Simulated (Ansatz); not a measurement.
## Σ11 (113) boundary in fcc Ag, starting shift (0.5, 0.5): structure and resistance

Aim: the relaxed structure and the specific resistance of the Σ11 (113) boundary in fcc Ag, starting shift (0.5, 0.5).

Calculated with Ansatz 0.2.0; Ansatz plane-wave DFT, PBE, PAW files; relaxation of a bicrystal slab with its lowest layers held; PAW set soft_1, in the first sound run; inputs show where later runs differ.

### 1. The structure

The cell holds 14 atoms: 14 Ag. Cell: a = 2.889 Å, b = 5.005 Å, c = 28.248 Å, α = 90.0°, β = 90.0°, γ = 73.2°. It derives from Ag. built on the (1 1 3) plane; 2 overlapping atoms removed and the grains opened by 0 Å. Vacuum lies along c.

Structure file:

```cif
data_structure
_symmetry_space_group_name_H-M 'P 1'
_symmetry_Int_Tables_number 1
_cell_length_a 2.8894
_cell_length_b 5.0046
_cell_length_c 28.2485
_cell_angle_alpha 90.000
_cell_angle_beta 90.000
_cell_angle_gamma 73.221
_cell_volume 391.08
loop_
_atom_site_label
_atom_site_type_symbol
_atom_site_fract_x
_atom_site_fract_y
_atom_site_fract_z
_atom_site_occupancy
Ag1 Ag 0.63636 0.72727 0.17700 1
Ag2 Ag 0.36364 0.27273 0.22061 1
Ag3 Ag 0.09091 0.81818 0.26423 1
Ag4 Ag 0.81818 0.36364 0.30784 1
Ag5 Ag 0.54545 0.90909 0.35146 1
Ag6 Ag 0.27273 0.45455 0.39507 1
Ag7 Ag 0.00000 0.00000 0.43869 1
Ag8 Ag 0.04545 0.40909 0.52591 1
Ag9 Ag 0.31818 0.86364 0.56953 1
Ag10 Ag 0.59091 0.31818 0.61314 1
Ag11 Ag 0.86364 0.77273 0.65676 1
Ag12 Ag 0.13636 0.22727 0.70037 1
Ag13 Ag 0.40909 0.68182 0.74399 1
Ag14 Ag 0.68182 0.13636 0.78760 1
```

### 2. Relaxing the bicrystal

The boundary is built by mirroring the lower grain in the boundary plane and removing any atoms that overlap. A thin bicrystal slab is relaxed first, with the lowest layers held and the upper grain free to shift and open.

Contents of input.yaml:

```yaml
crystal:
  lattice:
    - [2.8893797293, 0.0, 0.0]
    - [1.4446898646, 4.7914942194, 0.0]
    - [0.0, 0.0, 28.2484991868]
  atoms:
    - { symbol: Ag, position: [0.6363636363, 0.7272727273, 0.1770005538] }
    - { symbol: Ag, position: [0.3636363636, 0.2727272727, 0.2206147525] }
    - { symbol: Ag, position: [0.0909090909, 0.8181818182, 0.2642289512] }
    - { symbol: Ag, position: [0.8181818182, 0.3636363636, 0.3078431499] }
    - { symbol: Ag, position: [0.5454545454, 0.9090909091, 0.3514573486] }
    - { symbol: Ag, position: [0.2727272727, 0.4545454545, 0.3950715472] }
    - { symbol: Ag, position: [0.0, 0.0, 0.4386857459] }
    - { symbol: Ag, position: [0.0454545454, 0.4090909091, 0.5259141433] }
    - { symbol: Ag, position: [0.3181818182, 0.8636363636, 0.569528342] }
    - { symbol: Ag, position: [0.5909090909, 0.3181818182, 0.6131425407] }
    - { symbol: Ag, position: [0.8636363636, 0.7727272727, 0.6567567394] }
    - { symbol: Ag, position: [0.1363636363, 0.2272727273, 0.7003709381] }
    - { symbol: Ag, position: [0.409090909, 0.6818181818, 0.7439851368] }
    - { symbol: Ag, position: [0.6818181818, 0.1363636363, 0.7875993354] }
kpoints:
  mp_grid: { grid: [8, 8, 1] }
hamiltonian:
  xc: pbe
  pseudopotentials: { kind: paw, azcp: { folder: soft_1 } }
scf:
  occupations: { method: fermi_dirac, width: 0.1 }
relax:
  f_tol: 0.03
  max_steps: 80
  constraints: [{ sites: [0, 1, 2] }]
```

Started as:

```bash
> ansatz run input.yaml --threads 4 --pin off --max-ram 15360MiB --backend cpu --events-out ev --progress --plain --runs-dir out
```

Numbers of over 12 decimals in the logs are rounded to 6 here.

The program printed:

```text
Engine: ansatz 0.2.0, aarch64-unknown-linux-gnu
Pseudopotentials: kind: paw
Pseudopotential: Ag, paw, valence charge 19, recommended cutoff 420 eV (normal), soft_1/Ag.paw.azcp
Functional definition: PBE
  parameter kappa = 0.804
  parameter beta = 0.066725
  exchange = pbe_x(kappa = kappa, mu = beta*pi^2/3)
  correlation = pbe_c(beta = beta)
Crystal: 14 atoms, lattice volume = 391.085 Å³
Basis set: ecut = 420 eV, 7615 PW (Γ), exchange–correlation on 40×72×384 points (8 copies of the dense FFT grid, shifted against one another)
Bands: 160, of which v1, the nominal top of the filled ones, is band 133 counted from 1 (132 counted from 0)
Symmetry: 1 space group operations
Space group: P1 (ITA 1), of the structure as read, at distance tolerance 7.3e-5 Å
k-points: 34 of 64 (time reversal used)
Non-local potential: Ag, projectors of the file, l = 0: 3, l = 1: 2, l = 2: 2, l = 3: 1
PAW form: soft (Blöchl's): semilocal exchange-correlation on the pseudo side does not see the compensation charge
PAW one-centre angular grid: Ag, 590 points (default); XC on 64 Gauss nodes
Initial density: superposition of atomic densities (neutral atoms: chi_scale 0, normalization atom)
Initial wavefunctions: pseudopotential atomic-orbital guess
Functional: x = pbe(κ = 0.804, μ = 0.219515), c = pbe(β = 0.066725)
SCF iter   1: F=—  HF=-106269.067939 eV  |F-HF|=—  |Δ(HF+E_count)|=         —  Δρ=4.97e-2  dr2=1.13e1  ethr=3.10e-3  ⟨swp⟩=6.2  Hψ=19611  notcnv=0  defer=237
preconditioner: auto → LDOS  [metal: Δε(μ)=0.023 eV  Ē_g=9.148 eV  σ=0.100 eV  W_gap=0.06  n_scr=104 (ndim 8)  ℏωp=23.3 eV  f_vac=0.326  D(μ)=3.82/eV (n_scr^D=12)  β→1.0]
SCF iter   2: F=—  HF=-106271.547796 eV  |F-HF|=—  |Δ(HF+E_count)|=    2.48e0  Δρ=7.25e-2  dr2=1.75e1  ethr=3.10e-3  ⟨swp⟩=2.6  Hψ=11280  notcnv=0  defer=499
SCF iter   3: F=—  HF=-106266.254110 eV  |F-HF|=—  |Δ(HF+E_count)|=    5.29e0  Δρ=1.28e-2  dr2=4.62e-1  ethr=3.10e-3  ⟨swp⟩=2.2  Hψ=9712  notcnv=0  defer=492
SCF iter   4: F=—  HF=-106266.137529 eV  |F-HF|=—  |Δ(HF+E_count)|=   1.17e-1  Δρ=1.56e-3  dr2=9.18e-3  ethr=1.74e-4  ⟨swp⟩=2.1  Hψ=9848  notcnv=0  defer=492
SCF iter   5: F=—  HF=-106266.136228 eV  |F-HF|=—  |Δ(HF+E_count)|=   1.30e-3  Δρ=6.22e-4  dr2=1.28e-3  ethr=3.45e-6  ⟨swp⟩=2.1  Hψ=9475  notcnv=0  defer=492
SCF iter   6: F=—  HF=-106266.136433 eV  |F-HF|=—  |Δ(HF+E_count)|=   2.05e-4  Δρ=1.22e-4  dr2=4.76e-5  ethr=4.80e-7  ⟨swp⟩=2.0  Hψ=7811  notcnv=0  defer=492
SCF iter   7: F=-106266.136462 eV  HF=-106266.136468 eV  |F-HF|=5.97e-6  |Δ(HF+E_count)|=   3.56e-5  Δρ=4.61e-5  dr2=9.27e-6  ethr=8.46e-9  ⟨swp⟩=4.7  Hψ=17469  notcnv=0
SCF 1 converged in 7 iterations: F = -106266.136462 eV  dr2 = 9.27e-6
  greatest PAW one-centre occupation: 1.001 electrons in one spin orbital (limit 2), on the Ag atom at site 4 (counted from 0), in its partial waves of l = 0
relax step   1: F+E_penalty+E_count = -106266.13646240 eV  Δ(F+E_penalty+E_count) = +0.000e0 eV  max|allowed force component| = 5.857e-1 eV/Å  Δτ_max = 0.0000 Å  (7 SCF iters, dr2 threshold 2.25e-5 eV, accepted)
Initial density: handed on by an earlier stage of this run
Initial wavefunctions: those handed on with the density
iter 1 solved again at ethr=3.30e-5 eV; its pass at ethr=3.10e-3 eV (dr2=8.78e-2 eV) is discarded
SCF iter   1: F=—  HF=-106266.480162 eV  |F-HF|=—  |Δ(HF+E_count)|=         —  Δρ=4.74e-3  dr2=8.47e-2  ethr=3.30e-5  ⟨swp⟩=2.0  Hψ=19723  notcnv=0  defer=476
preconditioner: auto → LDOS  [metal: Δε(μ)=0.011 eV  Ē_g=9.444 eV  σ=0.100 eV  W_gap=0.03  n_scr=104 (ndim 8)  ℏωp=23.3 eV  f_vac=0.318  D(μ)=3.97/eV (n_scr^D=18)  β→1.0]
SCF iter   2: F=—  HF=-106266.474636 eV  |F-HF|=—  |Δ(HF+E_count)|=   5.53e-3  Δρ=3.56e-3  dr2=1.16e-1  ethr=3.18e-5  ⟨swp⟩=2.1  Hψ=9235  notcnv=0  defer=476
SCF iter   3: F=—  HF=-106266.453241 eV  |F-HF|=—  |Δ(HF+E_count)|=   2.14e-2  Δρ=4.76e-4  dr2=1.76e-3  ethr=3.18e-5  ⟨swp⟩=2.0  Hψ=8052  notcnv=0  defer=476
SCF iter   4: F=—  HF=-106266.453566 eV  |F-HF|=—  |Δ(HF+E_count)|=   3.25e-4  Δρ=4.07e-4  dr2=7.39e-4  ethr=6.63e-7  ⟨swp⟩=2.0  Hψ=8568  notcnv=0  defer=476
SCF iter   5: F=—  HF=-106266.453368 eV  |F-HF|=—  |Δ(HF+E_count)|=   1.98e-4  Δρ=5.26e-5  dr2=9.98e-6  ethr=2.78e-7  ⟨swp⟩=2.1  Hψ=7936  notcnv=0  defer=476
SCF iter   6: F=-106266.453371 eV  HF=-106266.453371 eV  |F-HF|=7.29e-7  |Δ(HF+E_count)|=   3.54e-6  Δρ=2.08e-5  dr2=1.56e-6  ethr=3.75e-9  ⟨swp⟩=4.0  Hψ=16924  notcnv=0
SCF 2 converged in 6 iterations: F = -106266.453371 eV  dr2 = 1.56e-6
relax step   2: F+E_penalty+E_count = -106266.45337069 eV  Δ(F+E_penalty+E_count) = -3.169e-1 eV  max|allowed force component| = 3.486e-1 eV/Å  Δτ_max = 0.1948 Å  (6 SCF iters, dr2 threshold 2.14e-5 eV, accepted)
SCF iter   1: F=—  HF=-106266.690324 eV  |F-HF|=—  |Δ(HF+E_count)|=         —  Δρ=5.40e-3  dr2=1.15e-1  ethr=3.59e-4  ⟨swp⟩=6.4  Hψ=14965  notcnv=0  defer=491
preconditioner: auto → LDOS  [metal: Δε(μ)=0.010 eV  Ē_g=9.410 eV  σ=0.100 eV  W_gap=0.03  n_scr=104 (ndim 8)  ℏωp=23.3 eV  f_vac=0.320  D(μ)=4.20/eV (n_scr^D=22)  β→1.0]
SCF iter   2: F=—  HF=-106266.680961 eV  |F-HF|=—  |Δ(HF+E_count)|=   9.36e-3  Δρ=4.25e-3  dr2=1.66e-1  ethr=4.32e-5  ⟨swp⟩=2.1  Hψ=10716  notcnv=0  defer=492
SCF iter   3: F=—  HF=-106266.652217 eV  |F-HF|=—  |Δ(HF+E_count)|=   2.87e-2  Δρ=5.18e-4  dr2=2.86e-3  ethr=4.32e-5  ⟨swp⟩=2.0  Hψ=7756  notcnv=0  defer=492
SCF iter   4: F=—  HF=-106266.652550 eV  |F-HF|=—  |Δ(HF+E_count)|=   3.33e-4  Δρ=5.87e-4  dr2=1.29e-3  ethr=1.08e-6  ⟨swp⟩=2.1  Hψ=9259  notcnv=0  defer=490
SCF iter   5: F=—  HF=-106266.652201 eV  |F-HF|=—  |Δ(HF+E_count)|=   3.49e-4  Δρ=6.23e-5  dr2=1.59e-5  ethr=4.87e-7  ⟨swp⟩=2.0  Hψ=9132  notcnv=0  defer=490
SCF iter   6: F=-106266.652200 eV  HF=-106266.652201 eV  |F-HF|=2.37e-7  |Δ(HF+E_count)|=   1.45e-7  Δρ=2.19e-5  dr2=1.61e-6  ethr=2.86e-9  ⟨swp⟩=5.0  Hψ=18941  notcnv=0
SCF 3 converged in 6 iterations: F = -106266.652200 eV  dr2 = 1.61e-6
  greatest PAW one-centre occupation: 1.001 electrons in one spin orbital (limit 2), on the Ag atom at site 11 (counted from 0), in its partial waves of l = 0
relax step   3: F+E_penalty+E_count = -106266.65220030 eV  Δ(F+E_penalty+E_count) = -1.988e-1 eV  max|allowed force component| = 2.772e-1 eV/Å  Δτ_max = 0.1949 Å  (6 SCF iters, dr2 threshold 7.60e-6 eV, accepted)
[...]
relax step   4: F+E_penalty+E_count = -106266.80250165 eV  Δ(F+E_penalty+E_count) = -1.503e-1 eV  max|allowed force component| = 1.835e-1 eV/Å  Δτ_max = 0.2000 Å  (7 SCF iters, dr2 threshold 2.72e-5 eV, accepted)
[...]
relax step   5: F+E_penalty+E_count = -106266.87151821 eV  Δ(F+E_penalty+E_count) = -6.902e-2 eV  max|allowed force component| = 1.231e-1 eV/Å  Δτ_max = 0.1941 Å  (7 SCF iters, dr2 threshold 1.47e-5 eV, accepted)
[...]
relax step   6: F+E_penalty+E_count = -106266.90464280 eV  Δ(F+E_penalty+E_count) = -3.312e-2 eV  max|allowed force component| = 2.724e-2 eV/Å  Δτ_max = 0.2000 Å  (7 SCF iters, dr2 threshold 6.64e-6 eV, accepted)
[...]
relax step   7: F+E_penalty+E_count = -106266.90464352 eV  Δ(F+E_penalty+E_count) = -7.185e-7 eV  max|allowed force component| = 2.726e-2 eV/Å  Δτ_max = 0.0000 Å  (3 SCF iters, accepted)
[...]
relax step   8: F+E_penalty+E_count = -106266.91139652 eV  Δ(F+E_penalty+E_count) = -6.753e-3 eV  max|allowed force component| = 2.188e-2 eV/Å  Δτ_max = 0.1454 Å  (8 SCF iters, accepted)
[...]
relax step   9: F+E_penalty+E_count = -106266.91541990 eV  Δ(F+E_penalty+E_count) = -4.023e-3 eV  max|allowed force component| = 1.459e-2 eV/Å  Δτ_max = 0.1053 Å  (8 SCF iters, accepted)
SCF iter   1: F=—  HF=-106267.016792 eV  |F-HF|=—  |Δ(HF+E_count)|=         —  Δρ=7.84e-3  dr2=2.59e-1  ethr=1.05e-3  ⟨swp⟩=6.4  Hψ=14069  notcnv=0  defer=499
preconditioner: auto → LDOS  [metal: Δε(μ)=0.010 eV  Ē_g=9.581 eV  σ=0.100 eV  W_gap=0.03  n_scr=104 (ndim 8)  ℏωp=23.3 eV  f_vac=0.342  D(μ)=3.85/eV (n_scr^D=16)  β→1.0]
SCF iter   2: F=—  HF=-106266.972282 eV  |F-HF|=—  |Δ(HF+E_count)|=   4.45e-2  Δρ=5.97e-3  dr2=1.23e-1  ethr=9.72e-5  ⟨swp⟩=2.0  Hψ=10722  notcnv=0  defer=498
SCF iter   3: F=—  HF=-106266.921220 eV  |F-HF|=—  |Δ(HF+E_count)|=   5.11e-2  Δρ=6.00e-4  dr2=1.30e-3  ethr=4.61e-5  ⟨swp⟩=2.0  Hψ=9272  notcnv=0  defer=498
SCF iter   4: F=—  HF=-106266.921060 eV  |F-HF|=—  |Δ(HF+E_count)|=   1.59e-4  Δρ=5.29e-4  dr2=9.34e-4  ethr=4.89e-7  ⟨swp⟩=3.0  Hψ=11797  notcnv=0  defer=498
SCF iter   5: F=—  HF=-106266.920818 eV  |F-HF|=—  |Δ(HF+E_count)|=   2.42e-4  Δρ=9.76e-5  dr2=3.81e-5  ethr=3.51e-7  ⟨swp⟩=2.4  Hψ=7750  notcnv=0  defer=498
SCF iter   6: F=—  HF=-106266.921000 eV  |F-HF|=—  |Δ(HF+E_count)|=   1.82e-4  Δρ=1.57e-5  dr2=1.25e-6  ethr=1.43e-8  ⟨swp⟩=2.0  Hψ=8159  notcnv=0  defer=498
SCF iter   7: F=—  HF=-106266.921000 eV  |F-HF|=—  |Δ(HF+E_count)|=   5.68e-8  Δρ=5.00e-6  dr2=1.04e-7  ethr=4.68e-10  ⟨swp⟩=2.0  Hψ=9289  notcnv=0  defer=498
SCF iter   8: F=-106266.921000 eV  HF=-106266.921000 eV  |F-HF|=3.81e-9  |Δ(HF+E_count)|=   9.94e-9  Δρ=1.04e-6  dr2=2.90e-9  ethr=3.76e-11  ⟨swp⟩=4.0  Hψ=17242  notcnv=0
SCF 10 converged in 8 iterations: F = -106266.921000 eV  dr2 = 2.90e-9
relax step  10: F+E_penalty+E_count = -106266.92100013 eV  Δ(F+E_penalty+E_count) = -5.580e-3 eV  max|allowed force component| = 2.648e-2 eV/Å  Δτ_max = 0.1963 Å  (8 SCF iters, accepted)
SCF converged after 8 iterations
Free energy (F): -106266.921000 eV
Harris-Foulkes:  -106266.921000 eV  (|F-HF|=3.81e-9)
Internal energy: -106266.792049 eV  (E = F + TS)
E sigma→0 (E₀):  -106266.856525 eV
Entropy (-TS):   -0.128951 eV (-9.211 meV/atom)
Fermi energy:    8.883755 eV
--- Per-component energies (eV) ---
  E_band       = -5491.224258
  E_kinetic    = 6545.558746
  E_local      = -317423.752432  (includes V_loc(G=0)·N_el)
  E_nonlocal   = 445.757335
  E_hartree    = 157380.628598
  E_xc         = -2222.018533
  E_vxc        = -2811.705619  (∫ρ·V_xc dr)
  E_paw        = -55379.208374  (= ΣΔE_a)
  E_vpaw       = -7008.347001  (= ΣTr[D̂ρ^β])
  E_aug_tail   = 0.005329  (compensation charges beyond the density's cutoff)
  E_ewald      = 104386.237281
  E_smearing   = -0.128951  (= −TS)
  E_closure    = -0.000000  (closes the sum)
  Σ components = -106266.921000   (vs F -106266.921000, Δ=0.00e0)
--- Forces (eV/Å), atoms counted from 1 ---
  atom   1  Ag    -0.00007322     0.01747938     0.07304803
  atom   2  Ag    -0.00272780     0.00825369    -0.21219351
  atom   3  Ag    -0.00918561    -0.02489539     0.09317467
  atom   4  Ag    -0.00136744    -0.00242490    -0.00092636
  atom   5  Ag     0.00217715     0.00627120    -0.00117974
  atom   6  Ag    -0.00036037     0.01285267     0.02430265
  atom   7  Ag    -0.01825559    -0.02143736     0.02648441
  atom   8  Ag     0.01856386     0.00732752    -0.00808441
  atom   9  Ag     0.00193166    -0.00215852     0.00799640
  atom  10  Ag     0.00267699    -0.00197558    -0.00215040
  atom  11  Ag     0.00235353    -0.00007320    -0.00417355
  atom  12  Ag     0.00263733    -0.00004885    -0.00754485
  atom  13  Ag     0.00136277    -0.00027033     0.00273112
  atom  14  Ag     0.00024974     0.00109600     0.00850782
  max |Σ_I F_I| component: 1.70e-5 eV/Å
--- Relaxed structure (10 steps of the walk, 10 accepted, 0 SCFs on fresh bases) ---
  F+E_penalty+E_count = -106266.92100013 eV   max|allowed force component| = 2.648e-2 eV/Å
  atoms:
    - { symbol: Ag, position: [0.6363636363, 0.727273, 0.177001] }
    - { symbol: Ag, position: [0.3636363636, 0.2727272727, 0.220615] }
    - { symbol: Ag, position: [0.090909, 0.818182, 0.2642289512] }
    - { symbol: Ag, position: [0.819897, 0.355735, 0.310127] }
    - { symbol: Ag, position: [0.546648, 0.894879, 0.355100] }
    - { symbol: Ag, position: [0.279895, 0.435145, 0.398672] }
    - { symbol: Ag, position: [-0.010680, -0.023276, 0.447164] }
    - { symbol: Ag, position: [0.224763, 0.437527, 0.497368] }
    - { symbol: Ag, position: [0.501344, 0.898242, 0.539508] }
    - { symbol: Ag, position: [0.766912, 0.357716, 0.586822] }
    - { symbol: Ag, position: [1.036191, 0.818892, 0.630484] }
    - { symbol: Ag, position: [0.304139, 0.280833, 0.676210] }
    - { symbol: Ag, position: [0.576524, 0.735874, 0.722490] }
    - { symbol: Ag, position: [0.847698, 0.193461, 0.763190] }
```

It took 9.4 min on 4 threads of Arm Neoverse V1, shared host; peak memory 2.3 GiB.

Step by step:

| step | energy less that of the first step (eV) | largest force component (eV/Å) |
| --- | --- | --- |
| 1 | 0.0000 | 0.5857 |
| 2 | -0.3169 | 0.3486 |
| 3 | -0.5157 | 0.2772 |
| 4 | -0.6660 | 0.1835 |
| 5 | -0.7351 | 0.1231 |
| 6 | -0.7682 | 0.0272 |
| 7 | -0.7682 | 0.0273 |
| 8 | -0.7749 | 0.0219 |
| 9 | -0.7790 | 0.0146 |
| 10 | -0.7845 | 0.0265 |

The atoms that moved most (Å):

```
atom      dx      dy      dz  length
 Ag9   0.579   0.166  -0.848   1.040
 Ag8   0.559   0.136  -0.806   0.991
Ag11   0.565   0.221  -0.742   0.959
Ag10   0.566   0.189  -0.744   0.953
Ag14   0.562   0.274  -0.690   0.931
Ag12   0.562   0.257  -0.683   0.921
Ag13   0.562   0.259  -0.607   0.867
 Ag7  -0.064  -0.112   0.240   0.272
```

Numbers from this step:

```
free energy             : -106266.9210 eV
energy at zero smearing : -106266.8565 eV
Fermi energy            : 8.884 eV
```

The largest force component on a free atom ends at 0.026 eV/Å, under the tolerance of 0.03, after 10 steps.

(Part 1 of 3 ends here.)

[Logs are printed without paths, hosts, clocks, repeated set-up lines and the standing remarks that a program may print on its own settings, such as how far it seeks lower states.]

[Hosts, paths, dates, database ids (printed as entryN), source tags and the programs' standing remarks are cut or masked in the printed files.]
